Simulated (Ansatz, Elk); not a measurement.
# PIr: X-ray structure factors from the self-consistent density

Structure refinements treat a crystal as free atoms side by side. For a made-up structure of PIr (cell and positions from a PBE relaxation) the runs below show what the calculated density changes in F(hkl).

Main program and level: Elk 11.2.3 (patched build); DFT, PBE, all-electron APW+lo, Dirac cores, scalar-relativistic bands, static density, no spin.

This account leaves out most program logs.

The structure was built from a prototype and need not be the compound's stable phase.

### 1. The structure

It takes space group Fm-3m (No. 225, cubic). Conventional cell: a = 4.927 Å, b = 4.927 Å, c = 4.927 Å, α = 90.00°, β = 90.00°, γ = 90.00°. Nearest to Ir lie 6 P at 2.46 Å. Nearest to P lie 6 Ir at 2.46 Å. Farther neighbours are not listed.

### 2. Ground state and structure factors

An all-electron density is needed, since X-rays see the cores too. Task 0 finds the density and task 195 Fourier-transforms it; tshift is off so that phases refer to the origin typed.

elk.in

```
tasks
  0
  195

xctype
  20

spinpol
  .false.

rgkmax
  7.0

gmaxvr
  14.0

lmaxo
  7

lmaxapw
  8

swidth
  0.002

tshift
  .false.

ramdisk
  .false.

hmaxvr
  5.5

maxscl
  120

epspot
  1e-06

sppath
  './'

avec
  -0.00000000000 4.65565458581 4.65565458581
  4.65565458581 0.00000000000 4.65565458581
  4.65565458581 4.65565458581 0.00000000000

atoms
  2
  'Ir.in'
  1
  -0.0000000000 0.0000000000 0.0000000000   0.000000 0.000000 0.000000
  'P.in'
  1
  0.5000000000 0.5000000000 0.5000000000   0.000000 0.000000 0.000000

ngridk
  8 8 8
```

Started as:

```bash
$ OMP_NUM_THREADS=4 elk
```

Elapsed: 9.1 s, on 4 threads of Arm Neoverse V2, shared host; peak memory 0.16 GiB.

SFACRHO.OUT:

```text

h k l indices transformed by vhmat matrix:
   1.000000000       0.000000000       0.000000000    
   0.000000000       1.000000000       0.000000000    
   0.000000000       0.000000000       1.000000000    

      h      k      l  multipl.   |H|            Re(F)            Im(F)           |F|

      0      0      0      1   0.0000000       91.999999     -0.35035411E-16   91.999999    
     -1      0      0      8   1.1687719       56.160740     -0.11112488E-14   56.160740    
      0     -1     -1      6   1.3495815       75.180336      0.21734879E-14   75.180336    
     -1      1      0     12   1.9085965       67.274631      0.36265018E-16   67.274631    
     -1      1     -1     24   2.2380277       47.057785      0.13554232E-13   47.057785    
      0      0     -2      8   2.3375437       62.225023      0.20727488E-14   62.225023    
      2      2      0      6   2.6991630       58.317305     -0.35983714E-14   58.317305    
     -2      1      0     24   2.9413447       41.683944      0.55242478E-14   41.683944    
      1      2     -1     24   3.0177560       55.190471     -0.16752341E-14   55.190471    
      3      1      0     24   3.3057860       52.566143     -0.32365273E-14   52.566143    
     -1      2      2     24   3.5063156       37.773074      0.22858164E-14   37.773074    
     -3     -3     -3      8   3.5063156       37.993269     -0.70825530E-14   37.993269    
     -2      0      2     12   3.8171929       48.178698     -0.96658623E-16   48.178698    
     -1      2     -2     48   3.9921159       35.118572     -0.58653020E-14   35.118572    
     -1     -1     -4     24   4.0487445       46.370647      0.42311534E-14   46.370647    
      0     -3     -3      6   4.0487445       46.180106      0.42286995E-14   46.180106    
     -3     -2      1     24   4.2677514       44.576915     -0.70715534E-14   44.576915    
      4      3      4     24   4.4248989       32.976030     -0.11648451E-13   32.976030
```

Elk indexes on the primitive cell of elk.in and gives |H| = 4π sin θ/λ in inverse bohr. Below, one row stands for each form hkl of the conventional cell (m members, Friedel mates merged), F is for one primitive cell and the density is static (no thermal factor). Free-atom factors are Waasmaier and Kirfel's, and R is Σm||F|−|F'||/Σm|F|.

```csv
hkl,m,sin θ/λ (Å⁻¹),"abs F, DFT",neutral atoms,diff.
111,8,0.176,56.161,56.166,-0.005
200,6,0.203,75.180,75.223,-0.042
220,12,0.287,67.275,67.456,-0.182
311,24,0.337,47.058,47.113,-0.055
222,8,0.351,62.225,62.316,-0.091
400,6,0.406,58.317,58.418,-0.101
331,24,0.442,41.684,41.645,+0.038
420,24,0.454,55.191,55.249,-0.059
422,24,0.497,52.566,52.568,-0.002
511,24,0.527,37.773,37.914,-0.141
333,8,0.527,37.993,37.914,+0.079
440,12,0.574,48.179,48.193,-0.014
531,48,0.600,35.119,35.151,-0.032
442,24,0.609,46.371,46.358,+0.013
```

### 3. The highest occupied states alone

An energy window below the Fermi level keeps the highest occupied states, to see at which angles they scatter; shallow core shells can lie inside it and anion s states outside. No new self-consistency is needed.

elk.in, as its differences from that of step 2:

```diff
@@ -1,3 +1,2 @@
 tasks
-  0
   195
@@ -40,2 +39,5 @@
 
+wsfac
+  -0.159820 0.691420
+
 sppath
```

Started as:

```bash
$ OMP_NUM_THREADS=4 elk
```

The job ended after 2.5 s (4 threads; peak memory 0.16 GiB).

States within 15 eV below the Fermi level hold 14.00 electrons; any levels below the window count with the cores. Their amplitudes can exceed the total, where window and core parts have opposite phase:

```csv
hkl,sin θ/λ (Å⁻¹),"abs F, window","abs F, all"
111,0.176,2.020,56.161
200,0.203,3.574,75.180
220,0.287,0.845,67.275
311,0.337,0.390,47.058
222,0.351,0.083,62.225
400,0.406,0.213,58.317
331,0.442,0.017,41.684
420,0.454,0.234,55.191
422,0.497,0.158,52.566
511,0.527,0.284,37.773
```

### 4. Another functional

The difference from free atoms is small, so it is set against the change that LDA (Perdew-Wang) makes.

elk.in, as its differences from that of step 3:

```diff
@@ -1,2 +1,3 @@
 tasks
+  0
   195
@@ -4,3 +5,3 @@
 xctype
-  20
+  3
 
@@ -39,5 +40,2 @@
 
-wsfac
-  -0.159820 0.691420
-
 sppath
```

Started as:

```bash
$ OMP_NUM_THREADS=4 elk
```

It took 5.5 s on 4 threads; peak memory 0.16 GiB; 14 s of CPU time.

Against the first run R = 0.02 %; the largest change is -0.021 at 444.

### 5. A coarser k-mesh

About half the k-points along each axis test the sampling.

elk.in, as its differences from that of step 4:

```diff
@@ -5,3 +5,3 @@
 xctype
-  3
+  20
 
@@ -58,2 +58,2 @@
 ngridk
-  8 8 8
+  4 4 4
```

Started as:

```bash
$ OMP_NUM_THREADS=4 elk
```

It took 6.6 s on 4 threads; peak memory 0.16 GiB.

Against the first run R = 0.01 %; the largest change is +0.015 at 111.

### 6. Basis size

The basis and the expansions that go with it are enlarged, to see whether the differences are converged.

elk.in, as its differences from that of step 5:

```diff
@@ -11,12 +11,12 @@
 rgkmax
-  7.0
+  8.5
 
 gmaxvr
-  14.0
+  18.0
 
 lmaxo
-  7
+  9
 
 lmaxapw
-  8
+  10
 
@@ -58,2 +58,2 @@
 ngridk
-  4 4 4
+  8 8 8
```

Started as:

```bash
$ OMP_NUM_THREADS=4 elk
```

It took 17 s on 4 threads; peak memory 0.19 GiB; 43 s of CPU time.

Against the first run R = 0.00 %; the largest change is -0.008 at 222.

### 7. Settings against the effect

```csv
run,R against the first run (%),"R against neutral atoms, low angle (%)",wall time
"PBE, rgkmax 7",0.00,0.14,9.1 s
LDA (Perdew-Wang),0.02,0.14,5.5 s
k-mesh 4×4×4,0.01,0.15,6.6 s
rgkmax 8.5 with larger expansions,0.00,0.14,17 s
```

### 8. Summary of results

```json
{
 "R against neutral atoms, sin θ/λ < 0.3 Å⁻¹": "0.14 %",
 "R against neutral atoms, 0.3 to 0.81 Å⁻¹": "0.13 %"
}
```

In words: Independent neutral atoms miss the calculated amplitudes by R = 0.14 % below 0.3 Å⁻¹ and 0.13 % from there to 0.81 Å⁻¹; by shells, 0.14 % 0.15 to 0.3 (3 forms), 0.12 % 0.3 to 0.45 (4 forms), 0.13 % above 0.45 (19 forms). Bonding, aspherical density and the tables' own atoms all enter these figures, and the runs don't part them. The largest change of an amplitude is -0.18 electrons, at 220. The window's part falls from 14.0 electrons at the origin to at most 0.28 between 0.45 and 0.81 Å⁻¹. Below 0.3 Å⁻¹ the changes that finished (LDA (Perdew-Wang), k-mesh 4×4×4 and rgkmax 8.5 with larger expansions) move F by R = 0.01 % at most, against the 0.14 % that separates it from free atoms. These runs have no spin, though d or f shells may be open. Spin-orbit coupling is left out, which can matter for elements this heavy. Part of the difference isn't bonding: the tables are fits to free atoms and ions calculated by other methods than this functional. Thermal motion, anomalous dispersion and extinction are left out.

[Logs are printed without paths, hosts, clocks, repeated set-up lines and the standing remarks that a program may print on its own settings, such as how far it seeks lower states.]

[Hosts, paths, dates, database ids (printed as entryN), source tags and the programs' standing remarks are cut or masked in the printed files.]
